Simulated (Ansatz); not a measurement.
## ZrO2: polar orthorhombic against fluorite under pressure

Which form of ZrO2 has the lower enthalpy, and does pressure change the order? Both are relaxed at the same set pressures.

Calculated with Ansatz 0.2.0, PBEsol, PAW files of the set soft_1, cutoff 600 eV, Fermi–Dirac smearing 0.02 eV, k-mesh 5×6×6, no spin polarisation, no spin-orbit coupling.

The runs at 30 GPa are left out: their cell edges leave the smooth trend of the others, as when the structure changes.

The fluorite cell takes smearing 0.02 eV and a 9×9×9 mesh.

Near zero pressure the polar orthorhombic cell (Pca2_1, 12 atoms) is a = 5.2567 Å, b = 5.0502 Å, c = 5.0705 Å, α = 90.00°, β = 90.00°, γ = 90.00°; the fluorite cell (Fm-3m, 3 atoms) is a = 3.5809 Å, b = 3.5809 Å, c = 3.5809 Å, α = 60.00°, β = 60.00°, γ = 60.00°.

```
P (GPa)  V, polar orthorhombic (Å³)  V, fluorite (Å³)  ΔE (meV)  ΔH = ΔE + PΔV (meV)
     −4                      34.339            33.003      89.9                123.2
      0                      33.652            32.469      91.9                 91.9
     10                      32.171            31.308      81.8                 28.0
     15                      31.468            30.801      66.4                  4.0
     20                      30.723            30.330      36.1                −12.9
```

Values are for a formula unit, differences are fluorite less polar orthorhombic, and 1 GPa Å³ = 6.2415 meV. **Question.** Give ΔH at 5 GPa, a row left out above, and the pressure at which the two forms cross, if they do.

Least squares with ΔH = h0 + h1 P + h2 P² gives h0 = 91.6 meV, h1 = −7.51 meV/GPa and h2 = 0.114 meV/GPa². Since dH/dP = V, the slope should equal ΔV: −1.183 Å³ × 6.2415 = −7.38 meV/GPa at 0 GPa. At 5 GPa the fit gives 56.9 meV. The run itself gives 57.5 meV, so the estimate misses by 0.6 meV; the fitted rows themselves lie up to 0.5 meV off the law.

ΔH passes through zero at 16.1 GPa, above which the fluorite form is lower. This compares two forms alone, at zero temperature, without vibrations or barriers; other forms may lie lower. At this level the monoclinic form lies below both at 0 GPa.

[Logs are printed without paths, hosts, clocks, repeated set-up lines and the standing remarks that a program may print on its own settings, such as how far it seeks lower states.]
